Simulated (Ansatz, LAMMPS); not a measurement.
# Amorphous trans-polyacetylene (as short chains C28H32), from a frame at 250 K (180 atoms): geometry optimisation, part 3 of 4

Wanted: the relaxed structure of amorphous trans-polyacetylene (as short chains C28H32), from a frame at 250 K (180 atoms) and its electronic structure.

Ansatz 0.2.0; Kohn-Sham DFT, PBE+D3(BJ), PAW (set soft_2), plane waves.

The cell: 84 C and 96 H. The network of contacts between molecules at the start is that of the classical potential that made the cell. The density was typed from a rule of thumb and may lie off the real one at this temperature. The Brillouin zone is sampled at Γ only, in a cell whose shortest periodic width is 12 Å.

So far. Step 4 (Relaxation): The relaxation changed the energy by -45.6 meV/atom, and atoms moved by 0.62 Å r.m.s., 2.2 Å at most.

## (6) Single point at the relaxed geometry

The electronic structure is read at the final geometry, in a run of its own.

input.yaml reads:

```yaml
crystal:
  lattice:
    - [11.9497, 0.0, 0.0]
    - [0.0, 11.9497, 0.0]
    - [0.0, 0.0, 11.9497]
  atoms:
    - { symbol: C, position: [0.04355, 0.38996, 0.72076] }
    - { symbol: C, position: [0.9871, 0.43268, 0.61832] }
    - { symbol: C, position: [0.93841, 0.3691, 0.53796] }
    - { symbol: C, position: [0.87119, 0.41668, 0.45093] }
    - { symbol: C, position: [0.80149, 0.35934, 0.38074] }
    - { symbol: C, position: [0.72174, 0.41449, 0.31188] }
    - { symbol: C, position: [0.64822, 0.36508, 0.23877] }
    - { symbol: C, position: [0.57877, 0.42978, 0.16749] }
    - { symbol: C, position: [0.52877, 0.39314, 0.07066] }
    - { symbol: C, position: [0.47715, 0.4679, 0.99425] }
    - { symbol: C, position: [0.44933, 0.44194, 0.88562] }
    - { symbol: C, position: [0.39804, 0.51622, 0.80894] }
    - { symbol: C, position: [0.37472, 0.48362, 0.70078] }
    - { symbol: C, position: [0.31562, 0.5407, 0.61532] }
    - { symbol: C, position: [0.27025, 0.64683, 0.61816] }
    - { symbol: C, position: [0.20811, 0.69464, 0.52899] }
    - { symbol: C, position: [0.15425, 0.63424, 0.44655] }
    - { symbol: C, position: [0.11053, 0.6764, 0.34465] }
    - { symbol: C, position: [0.13308, 0.77877, 0.29648] }
    - { symbol: C, position: [0.09497, 0.80857, 0.1887] }
    - { symbol: C, position: [0.11489, 0.90969, 0.13738] }
    - { symbol: C, position: [0.082, 0.93513, 0.02651] }
    - { symbol: C, position: [0.10008, 0.03739, 0.97738] }
    - { symbol: C, position: [0.08253, 0.06773, 0.86321] }
    - { symbol: C, position: [0.06064, 0.99877, 0.77451] }
    - { symbol: C, position: [0.05179, 0.0395, 0.66227] }
    - { symbol: C, position: [0.03483, 0.97693, 0.56941] }
    - { symbol: C, position: [0.02978, 0.02448, 0.45438] }
    - { symbol: H, position: [0.1286, 0.42408, 0.72933] }
    - { symbol: H, position: [0.04773, 0.29828, 0.72132] }
    - { symbol: H, position: [0.99777, 0.41627, 0.79644] }
    - { symbol: H, position: [0.98028, 0.5237, 0.61052] }
    [... 142 atom lines left out ...]
    - { symbol: H, position: [0.69064, 0.01093, 0.06452] }
    - { symbol: H, position: [0.76321, 0.19183, 0.13615] }
    - { symbol: H, position: [0.96465, 0.04791, 0.20252] }
    - { symbol: H, position: [0.92253, 0.30382, 0.20296] }
    - { symbol: H, position: [0.04888, 0.23902, 0.15689] }
    - { symbol: H, position: [0.01139, 0.23342, 0.29871] }
kpoints:
  mp_grid: { grid: [1, 1, 1] }
hamiltonian:
  xc: pbe
  dispersion: d3bj
scf:
  occupations: { method: fermi_dirac, width: 0.05 }
output:
  forces: true
  stress: true
  populations: intrinsic
  dos:
    method: { smearing: { sigma: 0.1 } }
    de: 0.1
    projected: { site_lists: { C: [C], H: [H] } }
  eigenvalues: true
  write_density: true
  write_potential: true
  volumetric_format: npy
```

On the command line:

```bash
ansatz run input.yaml --threads 4 --pin off --max-ram 8192MiB --backend cpu --events-out ev --progress --plain --runs-dir out
```

Numbers of over 12 decimals in the logs are rounded to 6 here.

The program printed:

```text
[...]
Crystal: 180 atoms, lattice volume = 1706.361 Å³
Basis set: ecut = 420 eV, 33371 PW (Γ), exchange–correlation on 160×160×160 points (8 copies of the dense FFT grid, shifted against one another)
Bands: 396, of which v1, the nominal top of the filled ones, is band 216 counted from 1 (215 counted from 0)
Symmetry: 1 space group operations
[...]
k-points: 1
[...]
SCF iter   1: F=—  HF=-22612.150065 eV  |F-HF|=—  |Δ(HF+E_count)|=         —  Δρ=4.28e-3  dr2=3.49e-1  ethr=1.77e-3  ⟨swp⟩=5.0  Hψ=1590  notcnv=0  defer=165
[...]
SCF iter  10: F=-22612.132764 eV  HF=-22612.132764 eV  |F-HF|=1.47e-8  |Δ(HF+E_count)|=   1.49e-7  Δρ=1.83e-6  dr2=8.58e-8  ethr=2.31e-11  ⟨swp⟩=21.0  Hψ=3567  notcnv=0
SCF 1 converged in 10 iterations: F = -22612.132764 eV  dr2 = 8.58e-8
[...]
WARN: The input density's exchange-correlation potential varies sharply where the density is thin. Do not read a vacuum level from v_tot or v_xc, or from such a field of the output density. On a cell that repeats whose density bears no net charge and no dipole along the vacuum's axis use v_es (v_loc + v_h of the components); [...]
SCF converged after 10 iterations
Free energy (F): -22612.132764 eV
[...]
Internal energy: -22612.131292 eV  (E = F + TS)
E sigma→0 (E₀):  -22612.132028 eV
Entropy (-TS):   -0.001472 eV (-0.008 meV/atom)
Fermi energy:    1.781812 eV
[...]
--- Forces (eV/Å), atoms counted from 1 ---
  atom   1  C      0.00437485    -0.00709636    -0.00070620
  atom   2  C      0.00388275    -0.00023851     0.00344977
  atom   3  C     -0.00569847     0.00078074    -0.00731556
  atom   4  C      0.00586187    -0.00814710     0.00543611
  atom   5  C     -0.00573927     0.00429680    -0.00317432
  atom   6  C     -0.00162456    -0.00499550    -0.00093582
  atom   7  C      0.00182735     0.00106259     0.00038174
  atom   8  C      0.00148100     0.00665683     0.00448578
  atom   9  C     -0.00185499    -0.00253023    -0.00439291
  atom  10  C      0.00011320    -0.00093712    -0.00091977
  atom  11  C      0.00049514     0.00072663    -0.00014744
  atom  12  C      0.00459316    -0.00330837     0.00451922
  atom  13  C     -0.00539209     0.00563590    -0.00561199
  atom  14  C      0.00351310     0.00156232     0.00541426
[...]
atom 179  H     -0.00260758     0.00232105     0.00143150
  atom 180  H     -0.00153581    -0.00163500    -0.00169084
  max |Σ_I F_I| component: 3.66e-5 eV/Å
--- Stress (GPa, compression-positive) ---
        0.240213      -0.004829      -0.074326
       -0.004828       1.247644       0.186428
       -0.074326       0.186428       0.727194
  P = ⅓ Tr σ = 0.7384 GPa (7.384 kbar)
--- Band table (eV) ---
[...]
--- intrinsic populations: 180 sites ---
  site symbol       q [e]
     0      C      4.5078
     1      C      4.1483
     2      C      4.1856
[...]
179      H      0.8215
  spilling = -0.000000 (of n_electrons = 432.000000)
```

The job ended after 8.9 s (4 threads of AMD EPYC 9R45, shared host; peak memory 2.1 GiB).

The program notes that the exchange-correlation potential is rough where the density is thin.

Read from the output:

- free energy: -22612.1328 eV
- free energy per atom: -125.6230 eV/atom
- SCF cycles: 10
- pressure: 0.7384 GPa
- r.m.s. force component: 0.00545 eV/Å
- longest force: 0.04498 eV/Å
- Fermi energy: 1.782 eV
- gap (highest filled to lowest empty level): 0.7651 eV

Intrinsic-atomic-orbital charges by element and coordination:

```tsv
element	coordination	atoms	mean charge (e)	spread	least	most
C	all	84	-0.193	0.0872	-0.51	-0.126
C	3	78	-0.169	0.0122	-0.201	-0.126
C	4	6	-0.505	0.0031	-0.51	-0.501
H	all	96	0.169	0.0078	0.152	0.194
```

Density of states as counts of states in windows of 1 eV (from the Fermi level), total and the larger projections:

```tsv
from (eV)	to (eV)	total	C p	H s	C s
-14	-13	12.8	4.7	1.7	6.3
-13	-12	11.6	4.8	1.5	5.1
-12	-11	11.4	5.2	1.7	4.4
-11	-10	25.1	12.9	5.7	6.0
-10	-9	31.8	16.2	8.5	6.6
-9	-8	20.4	15.5	3.5	1.1
-8	-7	30.4	23.4	5.3	1.3
-7	-6	40.7	29.5	9.5	1.2
-6	-5	55.7	41.5	12.8	0.9
-5	-4	67.4	49.1	17.5	0.4
-4	-3	22.6	20.9	1.6	0.1
-3	-2	11.2	10.9	0.3	0.0
-2	-1	8.8	8.5	0.2	0.0
-1	0	11.1	10.8	0.2	0.0
0	1	7.1	6.9	0.1	0.0
1	2	10.8	10.3	0.2	0.0
2	3	10.5	9.5	0.4	0.1
3	4	23.1	13.8	3.8	1.1
4	5	41.3	18.6	9.5	2.6
```

Between -18 and -14 eV lie 71 more states.

The levels nearest the highest filled one (over half full), pooled over k-points and spins:

```tsv
level less the highest filled one (eV)	occupation
-0.610	2
-0.526	2
-0.493	2
-0.0972	2
-0.0493	2
0	2.00
0.765	0.001
0.790	0.001
0.821	0
1.36	0
1.49	0
1.53	0
```

Electrostatic potential energy in the bc plane at fractional x = 0.044, with atoms of C and H within 0.2 Å of it. With pseudopotentials it is smooth inside the atoms' cores, unlike the true potential.

Values in eV, 13 rows by 16 columns, each cell a mean:
```
 -6  -1   4   5   5   6   6   5   4   4   4   5   5  -7  -9  -1
-10 -21   1   4   5   5   5   5   5   2 -20   3   5   4   4   3
-27  -5   3   4   4   2  -5   3   5   5   4   5   5   3 -17 -21
-26  -5   3   4 -13 -23 -38  -5   5   5   5   5   5   5   2 -10
-35 -21 -11   4   4   1 -10  -4   4   5   6   6   5   4   2  -7
-21   2   4   5   5   5   1   0   4   5   6   6   5   1 -14 -36
-27 -12  -4   5   5   5   5   6   5   5   5   6   6   5   3  -9
-24 -10  -3   5   5   5   5   5   5   5   4   4   6   6   5  -3
  4   5   5   1   2   5   5   5   5  -1  -5   0   4   5   5   5
  5   5   4  -1   1   5   3  -2   4  -3  -4   3   2   2   5   5
  5   5   4 -10  -7   5   1 -16   3   5   5  -2 -12  -8   2   4
  5   5   5   0   0   5   5   2  -1   3   5  -3  -6   2  -1   1
 -1   3   5   5   5   6   5   3 -11   0   5   5   5   0 -17 -20
```
Columns run along b (11.9 Å; values clipped at the 3rd and 97th percentile), rows up along c (11.9 Å). Atoms in or near the plane, at fractional coordinates: C at (0.39, 0.72), C at (0.00, 0.77), C at (0.04, 0.66), C at (0.98, 0.57), C at (0.02, 0.45), H at (0.30, 0.72), H at (0.62, 0.30), H at (0.75, 0.14), H at (0.87, 0.98), H at (0.91, 0.79), H at (0.12, 0.46), H at (0.45, 0.21), H at (0.64, 0.88), H at (0.24, 0.16).

Valence density in the bc plane at fractional x = 0.044, with atoms of C and H within 0.2 Å of it. It is the smooth field of the valence electrons, not physical close to the nuclei.

Ten even steps from '0' (0.0 e/Å³) to '9' (2.0 e/Å³), each cell a mean:
```
3331000000000000001000000000166422
2332000000000000000001100000011001
2454210000000000000015620000000000
4664320000000000000013310000000112
8742100000001221000000000000003666
8631000001235663000000000000003568
8742100003788873100000000000000124
7876410001235763100000000000000013
9976520000001343210000000000001125
9631100000000222110000000000014579
7310000000000111000000000000014578
7521100000000000000000000000001136
8877510000000000000000000000000015
8765410000000000000000000000000015
3211000000000000000000111000000012
0000000000000000000012321100000000
0000000221000000000025321110000000
0000001221000000000012100011100000
0000001332000025410000000123210000
0000001473100024410000001354322100
0000001352000001110000002653222210
0000000000000000122100000110012221
1100000000000000257410000000013443
3211000000000000145310000000146654
```
Columns run along b (11.9 Å), rows up along c (11.9 Å). Atoms in or near the plane, at fractional coordinates: C at (0.39, 0.72), C at (0.00, 0.77), C at (0.04, 0.66), C at (0.98, 0.57), C at (0.02, 0.45), H at (0.30, 0.72), H at (0.62, 0.30), H at (0.75, 0.14), H at (0.87, 0.98), H at (0.91, 0.79), H at (0.12, 0.46), H at (0.45, 0.21), H at (0.64, 0.88), H at (0.24, 0.16).

Mean intrinsic-atomic-orbital charges: C -0.19, H +0.17 e. The largest share in the top eV of filled states is C p (98 % of the projected weight), and in the lowest eV of empty states C p (98 % of the projected weight).

The surroundings of H149, picked at random, nearest first, numbered as they follow in the input and with coordinates relative to it.

```tsv
atom	x	y	z	distance (Å)	bonds	intrinsic-atomic-orbital charge (e)
H149	0.00	0.00	0.00	0.00	1	0.17
C121	-0.92	0.14	0.59	1.10	4	-0.50
H151	-1.56	-0.73	0.40	1.77	1	0.17
H150	-0.64	0.13	1.65	1.77	1	0.18
H172	0.01	0.38	-2.06	2.10	1	0.16
C122	-1.62	1.41	0.22	2.15	3	-0.16
H34	-0.13	-2.28	0.42	2.32	1	0.16
H152	-2.18	1.42	-0.72	2.70	1	0.16
H48	2.16	-0.96	-1.42	2.76	1	0.16
C18	2.77	-0.26	-0.83	2.90	3	-0.17
C142	-0.61	0.16	-2.93	2.99	3	-0.18
C123	-1.56	2.52	0.98	3.12	3	-0.18
H36	-1.89	-2.30	-1.16	3.20	1	0.16
```

The column of bonds counts only the pairs H-C within 1.34 Å, C-C within 1.82 Å; other neighbours, such as metal atoms beside each other in a compound, aren't counted, and periodic images can show an atom twice.

(Continued in part 4 of 4.)

[Logs are printed without paths, hosts, clocks, repeated set-up lines and the standing remarks that a program may print on its own settings, such as how far it seeks lower states.]

[Hosts, paths, dates, database ids (printed as entryN), source tags and the programs' standing remarks are cut or masked in the printed files.]
